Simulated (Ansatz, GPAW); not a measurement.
# STM contrast on Mg/Ti(0001), part 2 of 4

Aim: Tersoff-Hamann images of Mg/Ti(0001) at several biases.

GPAW 26.7.0 and Ansatz 0.2.0; Ansatz plane waves; slab in vacuum with a dipole correction, relaxation (the session's first sound run).

So far: Starting point; Relaxing the atoms.

### Step 2. Relaxing the atoms (continued)

The electrostatic potential energy of an electron (with the applied field's), less the Fermi level, planar mean oscillates, so the rows of the table below give means over windows of 1 Å about each position, cut where the curve ends. Its maxima inside the range that stand out by 2 % of the span (Å: eV): 2.2: 4.41, 10.1: -0.181, 12.6: -0.194, 14.8: -1.19, 17.5: 1.59. Its minima: 9.0: -12.8, 11.3: -12.6, 13.8: -12.5, 15.9: -12.5, 18.3: -0.873.

The electrostatic potential energy of an electron (with the applied field's), less the Fermi level, planar mean by z; means over each step:

```
z (Å)  electrostatic potential energy of an electron (with the applied field's), less the Fermi level, planar mean (eV)
    0                                                                                                              3.98
    1                                                                                                              4.39
    2                                                                                                              4.41
    3                                                                                                              4.41
    4                                                                                                              4.41
    5                                                                                                              4.40
    6                                                                                                              4.32
    7                                                                                                              3.62
    8                                                                                                             -1.77
    9                                                                                                             -11.2
   10                                                                                                             -2.53
   11                                                                                                             -9.25
   12                                                                                                             -5.81
   13                                                                                                             -4.95
   14                                                                                                             -9.93
   15                                                                                                             -3.60
   16                                                                                                             -11.0
   17                                                                                                             -1.34
   18                                                                                                             0.141
   19                                                                                                              1.45
   20                                                                                                              2.81
   21                                                                                                              3.01
   22                                                                                                              3.04
   23                                                                                                              3.04
   24                                                                                                              3.04
   25                                                                                                              3.04
   26                                                                                                              3.04
   27                                                                                                              3.11
```

The valence density, planar mean oscillates, so the rows of the table below give means over windows of 2.32 Å about each position, cut where the curve ends. Its maxima inside the range that stand out by 2 % of the span (Å: e/Å³): 9.0: 1.49, 11.3: 1.49, 13.8: 1.48, 15.9: 1.47, 18.3: 0.455. Its minima: 10.1: 0.191, 12.5: 0.183, 14.8: 0.218, 17.5: 0.0728.

Table of valence density, planar mean by z; means over each step:

z (Å), valence density, planar mean (e/Å³) and a bar:
```
     3.48       0.00 
     5.80       0.00 
     8.12       0.50 ####################
    10.44       0.68 ###########################
    12.76       0.65 ##########################
    15.08       0.74 ##############################
    17.40       0.29 ############
    19.72       0.02 #
    22.04       0.00 
    24.36       0.00
```

The relaxation lowered the energy of the cell by 0.475 eV.

### Step 3. The slab's potential

The work function is the vacuum plateau of the electrostatic potential less the Fermi level; a dipole layer lets the two faces have plateaus of their own.

This step: GPAW, PAW setups; slab in vacuum (GPAW 26.7.0).

File run.py:

```python
import json
import numpy as np
from ase import Atoms
from ase.dft.stm import STM
from gpaw import GPAW, PW

slab = Atoms(
    ['Ti', 'Ti', 'Ti', 'Ti', 'Ti', 'Ti', 'Ti', 'Ti', 'Ti', 'Ti', 'Ti', 'Ti', 'Ti', 'Ti', 'Ti', 'Ti', 'Mg'],
    positions=[
        [2.95000, 1.70318, 9.00000],
        [-0.00000, 0.00000, 11.34230],
        [2.91591, 1.72296, 13.74942],
        [0.01329, -0.01081, 15.88993],
        [4.42500, 4.25796, 9.00000],
        [1.47500, 2.55477, 11.34230],
        [4.42500, 4.25632, 13.66883],
        [1.47500, 2.55217, 16.09297],
        [5.90000, 1.70318, 9.00000],
        [2.95000, 0.00000, 11.34230],
        [5.93409, 1.72296, 13.74942],
        [2.93671, -0.01081, 15.88993],
        [7.37500, 4.25796, 9.00000],
        [4.42500, 2.55477, 11.34230],
        [7.37500, 4.21493, 13.74630],
        [4.42500, 2.57033, 15.89432],
        [1.47500, -0.84303, 18.25470]],
    cell=[[5.9, 0.0, 0.0], [2.95, 5.10955, 0.0], [0.0, 0.0, 27.8221]],
    pbc=[True, True, False])

slab.calc = GPAW(mode=PW(400), xc='PBE', kpts={'size': (6, 6, 1), 'gamma': True},
                 occupations={'name': 'fermi-dirac', 'width': 0.1}, nbands='140%',
                 convergence={'density': 1e-05}, maxiter=200,
                 poissonsolver={'dipolelayer': 'xy'},
                 symmetry={'tolerance': 1e-3}, txt='slab.txt')
result = {}
energy = slab.get_potential_energy()
fermi = slab.calc.get_fermi_level()
v = slab.calc.get_electrostatic_potential().mean((0, 1)) - fermi
n = slab.calc.get_pseudo_density().mean((0, 1))
L = slab.cell[2, 2]
z = np.arange(len(v)) * L / len(v)
low, high = slab.positions[:, 2].min(), slab.positions[:, 2].max()
below, above = np.interp([low - 6.8, high + 6.8], z, v)
slopes = [np.interp(x, z, np.gradient(v, z)) for x in (low - 6.8, high + 6.8)]
eps = np.array([[slab.calc.get_eigenvalues(k, s) for k in range(len(slab.calc.get_ibz_k_points()))]
                for s in range(slab.calc.get_number_of_spins())]) - fermi
top, bottom = eps[eps < 0].max(), eps[eps > 0].min()
dipole = slab.get_dipole_moment()[2]
print(f'energy {energy:.4f} eV, Fermi level {fermi:.4f} eV, dipole {dipole:.5f} e A')
print(f'potential 6.8 A off the faces, from the Fermi level: lower {below:.4f} eV, upper {above:.4f} eV')
print(f'slope of the potential there: lower {slopes[0]:.5f}, upper {slopes[1]:.5f} eV/A')
print(f'nearest levels on the mesh: {top:.4f} and {bottom:.4f} eV')
print('magnetic moment', round(slab.get_magnetic_moment(), 3))
result.update(energy=energy, fermi=fermi, dipole=dipole, below=below, above=above, slopes=slopes, edges=[top, bottom],
              z=z.tolist(), v=v.tolist(), n=n.tolist(), positions=slab.positions.tolist(),
              forces=slab.get_forces(apply_constraint=False).tolist(), moments=slab.get_magnetic_moments().tolist())

# Images need the states of the whole zone, up to time reversal
slab.calc = slab.calc.fixed_density(symmetry={'point_group': False}, txt='states.txt',
                                    convergence={'bands': 'CBM+1.8'})
stm = STM(slab)
result['stm'] = []
for bias in [-2.0, -1.0, 1.5]:
    height = high + 4.0
    current = stm.get_averaged_current(bias, height)
    x, y, h = stm.scan(bias, current)
    i, f = divmod(height / L * stm.ldos.shape[2], 1)
    I = abs((1 - f) * stm.ldos[:, :, int(i)] + f * stm.ldos[:, :, int(i) + 1])
    print(f'bias {bias} V: mean current at 4.0 A {current:.4e}, corrugation {np.ptp(h):.4f} A')
    result['stm'].append(dict(bias=bias, current=current, h=(h - high).tolist(), I=I.tolist()))
json.dump(result, open('result.json', 'w'))
```

Started as:

```bash
> OMP_NUM_THREADS=1 OPENBLAS_NUM_THREADS=1 python run.py
```

Numbers of over 12 decimals in the logs are rounded to 6 here.

The program printed:

```text
energy -100.0383 eV, Fermi level 0.6419 eV, dipole 0.22888 e A
potential 6.8 A off the faces, from the Fermi level: lower 4.4158 eV, upper 3.0424 eV
slope of the potential there: lower 0.00013, upper 0.00055 eV/A
nearest levels on the mesh: -0.0002 and 0.0001 eV
magnetic moment 0.0
bias -2.0 V: mean current at 4.0 A 1.9537e-05, corrugation 0.6497 A
bias -1.0 V: mean current at 4.0 A 1.2690e-05, corrugation 0.5972 A
bias 1.5 V: mean current at 4.0 A 2.8316e-04, corrugation 1.0520 A
```

Elapsed: 1.8 h, on 1 thread of Arm Neoverse V1, shared host; peak memory 2.2 GiB.

This step gave:

```yaml
dipole_along_the_normal: 0.2289 e·Å
levels_nearest_the_fermi_level_on_the_mesh: -2.25e-4, 6.84e-5 eV from the Fermi level
lower_work_function: 4.416 eV
corrugation_minus_2: 0.6497 Å
corrugation_minus_1: 0.5972 Å
corrugation_1p5: 1.052 Å
```

The electrostatic potential energy of an electron (without an applied field's), less the Fermi level, planar mean oscillates, so the rows of the table below give means over windows of 2.37 Å about each position, cut where the curve ends. Its maxima inside the range that stand out by 2 % of the span (Å: eV): 1.5: 4.42, 10.2: -0.196, 12.6: -0.147, 14.8: -1.15, 17.5: 1.59. Its minima: 9.0: -19.6, 11.3: -19.5, 13.7: -19.3, 16.0: -19.0, 18.2: -0.338.

Table of electrostatic potential energy of an electron (without an applied field's), less the Fermi level, planar mean by z; means over each step:

```
z (Å)  electrostatic potential energy of an electron (without an applied field's), less the Fermi level, planar mean (eV)
 1.19                                                                                                                4.36
 3.56                                                                                                                4.41
 5.93                                                                                                                4.26
 8.29                                                                                                               -6.63
10.67                                                                                                               -8.25
13.04                                                                                                               -8.11
15.41                                                                                                               -8.82
17.77                                                                                                               0.120
20.14                                                                                                                2.72
22.52                                                                                                                3.04
24.89                                                                                                                3.04
27.25                                                                                                                3.08
```

The pseudo valence density, planar mean oscillates, so the rows of the table below give means over windows of 2.37 Å about each position, cut where the curve ends. Its maxima inside the range that stand out by 2 % of the span (Å: e/Å³): 9.1: 1.59, 11.3: 1.62, 13.8: 1.57, 15.9: 1.54, 18.3: 0.437. Its minima: 10.1: 0.193, 12.6: 0.181, 14.8: 0.217, 17.5: 0.0744.

The pseudo valence density, planar mean by z; means over each step:

```
z (Å)  pseudo valence density, planar mean (e/Å³)
 3.56                                      2.2e-5
 5.93                                     0.00426
 8.29                                       0.574
10.67                                       0.676
13.04                                       0.672
15.41                                       0.700
17.77                                       0.195
20.14                                     0.00619
22.52                                      6.4e-5
```

Tip height over the top atom over a1 and a2. Sample bias -2 V, constant current at the mean current 4.0 Å over the top atom.

Values in Å, 12 rows by 16 columns, each cell a mean:
```
4.08 4.16 4.22 4.27 4.29 4.28 4.25 4.20 4.12 4.03 3.94 3.86 3.80 3.82 3.89 3.97
4.03 4.13 4.20 4.27 4.31 4.32 4.30 4.26 4.19 4.11 4.01 3.92 3.84 3.82 3.85 3.93
3.95 4.05 4.14 4.21 4.28 4.30 4.31 4.28 4.22 4.16 4.07 3.97 3.87 3.81 3.80 3.85
3.85 3.95 4.04 4.13 4.19 4.24 4.26 4.26 4.22 4.16 4.09 4.00 3.90 3.81 3.77 3.78
3.76 3.83 3.92 4.01 4.09 4.14 4.18 4.19 4.17 4.14 4.08 4.00 3.90 3.81 3.75 3.72
3.69 3.74 3.80 3.88 3.96 4.02 4.06 4.09 4.10 4.07 4.02 3.96 3.89 3.81 3.74 3.69
3.70 3.71 3.74 3.78 3.83 3.89 3.93 3.96 3.97 3.97 3.95 3.91 3.86 3.80 3.76 3.72
3.78 3.78 3.78 3.78 3.80 3.82 3.83 3.85 3.86 3.86 3.86 3.85 3.83 3.81 3.79 3.78
3.88 3.89 3.89 3.88 3.86 3.84 3.82 3.80 3.79 3.79 3.79 3.79 3.80 3.81 3.84 3.85
3.97 4.01 4.02 4.02 3.99 3.96 3.91 3.86 3.81 3.77 3.75 3.76 3.78 3.83 3.88 3.93
4.04 4.10 4.13 4.14 4.12 4.09 4.04 3.97 3.89 3.82 3.78 3.76 3.78 3.83 3.90 3.97
4.09 4.15 4.19 4.21 4.22 4.20 4.16 4.10 4.01 3.92 3.84 3.79 3.79 3.83 3.90 3.99
```
Columns: a1 from 0 to 0.964; rows upwards: a2 from 0 to 0.964.

Local density of states summed over the bias window over a1 and a2. Sample bias -2 V, constant height 4.0 Å over the top atom.

Ten even steps from '_' (1.13 × 1e-5 arbitrary) to '@' (3.98 × 1e-5 arbitrary), each cell a mean:
```
--==++**####%%%%%%%%%%##**++==----::....________....::::
--==++**##%%%%@@@@@@@@%%##**++==--::::....______......::
----==++**##%%@@@@@@@@@@%%##**++==--::::....______....::
::--==++**##%%@@@@@@@@@@@@%%##**++==--::....________....
..::--==++**##%%@@@@@@@@@@%%##**++==--::::....________..
....::--==++**##%%%%@@@@%%%%##**++++==--::....__________
__..::::--==++****##%%%%%%####**++++==--::....__________
____....::--====++****######****++====--::....__________
______....::::--====++++++++++++++==----::....__________
__________..::::----==============----::::....__________
____________....::::----------------::::::....__________
________________......::::::::::::::::::......__________
__________________..........::::::..........____________
______________________......................____________
________________________________________________________
....................______________________________......
..::::::::::::............______________________........
::::::--------::::::........____________________......::
::----==========----::::::....__________________....::::
----====++++++++++====----::....________________....::::
--==++++**********++++====--::::....____________....::--
--==++****##########****++==--::::....__________....::--
```
Columns: a1 from 0 to 0.964; rows upwards: a2 from 0 to 0.964.

Tip height over the top atom over a1 and a2. Sample bias -1 V, constant current at the mean current 4.0 Å over the top atom.

Ten even steps from '0' (3.70 Å) to '9' (4.29 Å), each cell a mean:
```
6678889999888766544322223345
5677899999998876654332223344
5677889999999887655433222334
4567789999999987765433222234
4456788999999988766543222223
3445678889999988776543221112
2344567788899888776543221111
1223456677888887766543221101
0112345567777777766543321000
0011234456666776665543221000
0001123344556666655443221000
0000112233444555544433221100
0000111223334444444333221110
1111111122233333333332222111
2222222222222223333222222222
3333333322222222222222222223
3444444433332222222222223333
4455555544433322222222223344
5566666665544333222222233344
5667777776655443322222233445
6677778877766554332222233445
6677888888877665433222223445
```
Columns: a1 from 0 to 0.964; rows upwards: a2 from 0 to 0.964.

Local density of states summed over the bias window over a1 and a2. Sample bias -1 V, constant height 4.0 Å over the top atom.

Ten even steps from '_' (0.76 × 1e-5 arbitrary) to '@' (2.33 × 1e-5 arbitrary), each cell a mean:
```
==++++**##%%%%%%%%%%%%##****++==--::::............::::--
--==++**##%%@@@@@@@@@@%%####**++==--::::..........::::--
--==++**##%%@@@@@@@@@@@@%%##**++++==--::::..........::::
::--==++**##%%@@@@@@@@@@@@%%##**++==--::::............::
::----==++**##%%@@@@@@@@@@%%##****++==--::......____....
..::----==++**##%%%%@@@@@@%%####**++==--::....________..
....::----==++**####%%%%%%%%##****++==--::::..__________
____..::::--==++++**##########**++++==--::::..__________
______....::----==++++********++++====--::::..__________
________....::::--======++++++++====----::::..__________
__________....::::------==========----::::....__________
______________....::::::::----------::::::....__________
________________......::::::::::::::::::......__________
__________________..............................________
________________....................................____
........................................................
::::::::::::::::::....................................::
::--------------::::::::..........................::::::
----==============----::::::......................::::::
--====++++++++++++++====--::::....................::::--
====++++************++++==----::::................::::--
==++++**############****++====--::::..............::::--
```
Columns: a1 from 0 to 0.964; rows upwards: a2 from 0 to 0.964.

Tip height over the top atom over a1 and a2. Sample bias 1.5 V, constant current at the mean current 4.0 Å over the top atom.

Ten even steps from '_' (3.40 Å) to '@' (4.44 Å), each cell a mean:
```
**####%%%%@@@@@@@@@@@@%%%%####**++==----::....::::--==++
**####%%%%@@@@@@@@@@@@@@@@%%%%##**++==----::::::::--==++
++**##%%%%@@@@@@@@@@@@@@@@@@%%####**++==--::::::::--==++
++**####%%@@@@@@@@@@@@@@@@@@%%%%####**++==--::::::::--==
==++**####%%@@@@@@@@@@@@@@@@@@%%%%##**++====--::::::----
--==++**####%%%%@@@@@@@@@@@@@@%%%%##****++==--::::::::--
--====++**####%%%%@@@@@@@@@@@@%%%%####**++==--::::....::
::----==++****##%%%%%%%%%%%%%%%%%%####**++==----::......
..::::--==++++**######%%%%%%%%######****++==----::......
......::--====++******############****++++==----::....__
____....::----==++++++**************++++====----::....__
____......::::----======++++++++++++++====----::::......
............::::::------==============--------::::......
::::::::::::::::::::::::----------------::::::::::::::::
------------::::::::::::::::::::::::::::::::::::::::::::
--==========--------::::::....................::::::----
====++++++++++======----::......__________....::::----==
++++++********++++++====--::....____________..::::--====
++******######******++++==----::..__________..::----==++
****################****++++==--::..________..::----==++
**######%%%%%%%%%%%%####****++==--::....____..::----==++
**####%%%%%%@@@@@@%%%%%%####**++==--::::......::----==++
```
Columns: a1 from 0 to 0.964; rows upwards: a2 from 0 to 0.964.

Local density of states summed over the bias window over a1 and a2. Sample bias 1.5 V, constant height 4.0 Å over the top atom.

Values in units of 1e-4 arbitrary, 12 rows by 16 columns, each cell a mean:
```
3.3 4.0 4.8 5.4 5.7 5.6 5.2 4.5 3.7 2.9 2.4 2.0 1.8 1.8 2.1 2.6
3.0 3.7 4.6 5.3 5.9 6.0 5.8 5.3 4.4 3.6 2.9 2.3 2.0 1.9 2.0 2.4
2.6 3.2 4.0 4.8 5.5 5.9 5.9 5.6 4.9 4.1 3.3 2.6 2.1 1.9 1.9 2.1
2.1 2.5 3.1 3.8 4.5 5.0 5.3 5.2 4.8 4.2 3.5 2.9 2.3 2.0 1.8 1.8
1.8 2.0 2.4 2.9 3.5 4.0 4.3 4.4 4.2 3.9 3.4 2.8 2.3 2.0 1.8 1.7
1.6 1.7 1.9 2.2 2.6 2.9 3.2 3.4 3.4 3.2 3.0 2.6 2.3 2.0 1.7 1.6
1.6 1.7 1.7 1.8 2.0 2.2 2.4 2.5 2.6 2.5 2.4 2.3 2.1 1.9 1.8 1.7
1.9 1.9 1.9 1.9 1.9 1.9 1.9 2.0 2.0 2.0 2.0 1.9 1.9 1.9 1.8 1.8
2.2 2.3 2.3 2.2 2.1 2.0 1.9 1.8 1.7 1.7 1.7 1.7 1.7 1.8 2.0 2.1
2.7 2.9 3.0 3.0 2.8 2.6 2.3 2.0 1.7 1.6 1.5 1.5 1.6 1.8 2.1 2.4
3.1 3.5 3.8 3.9 3.8 3.4 3.0 2.6 2.1 1.8 1.6 1.5 1.6 1.9 2.2 2.6
3.3 3.9 4.5 4.8 4.8 4.5 4.0 3.4 2.8 2.3 1.9 1.7 1.7 1.9 2.2 2.7
```
Columns: a1 from 0 to 0.964; rows upwards: a2 from 0 to 0.964.

Force by atom:

```
atom  x (eV/Å)  y (eV/Å)  z (eV/Å)   size
 Ti1     0.014    -0.009     0.567  0.567
 Ti2    -0.053     0.031    -0.623  0.626
 Ti3    -0.001    -0.004    -0.012  0.013
 Ti4     0.000     0.002     0.022  0.022
 Ti5     0.000     0.001     0.537  0.537
 Ti6     0.000    -0.003    -0.434  0.434
 Ti7     0.000     0.002     0.001  0.003
 Ti8     0.000     0.001     0.017  0.017
 Ti9    -0.014    -0.009     0.567  0.567
Ti10     0.053     0.031    -0.623  0.626
Ti11     0.001    -0.004    -0.012  0.013
Ti12     0.000     0.002     0.022  0.022
Ti13     0.000     0.017     0.566  0.567
Ti14     0.000    -0.061    -0.619  0.622
Ti15     0.000     0.004    -0.005  0.007
Ti16     0.000    -0.001     0.019  0.019
Mg17     0.000     0.001     0.006  0.006
```

The potential is flat to 5.5e-4 eV/Å where it is read, so the vacuum is wide enough. The geometry is the other program's minimum; here the largest force on a free atom is 0.022 eV/Å.

(Part 2 of 4 ends here.)

[Logs are printed without paths, hosts, clocks, repeated set-up lines and the standing remarks that a program may print on its own settings, such as how far it seeks lower states.]

[Hosts, paths, dates, database ids (printed as entryN), source tags and the programs' standing remarks are cut or masked in the printed files.]
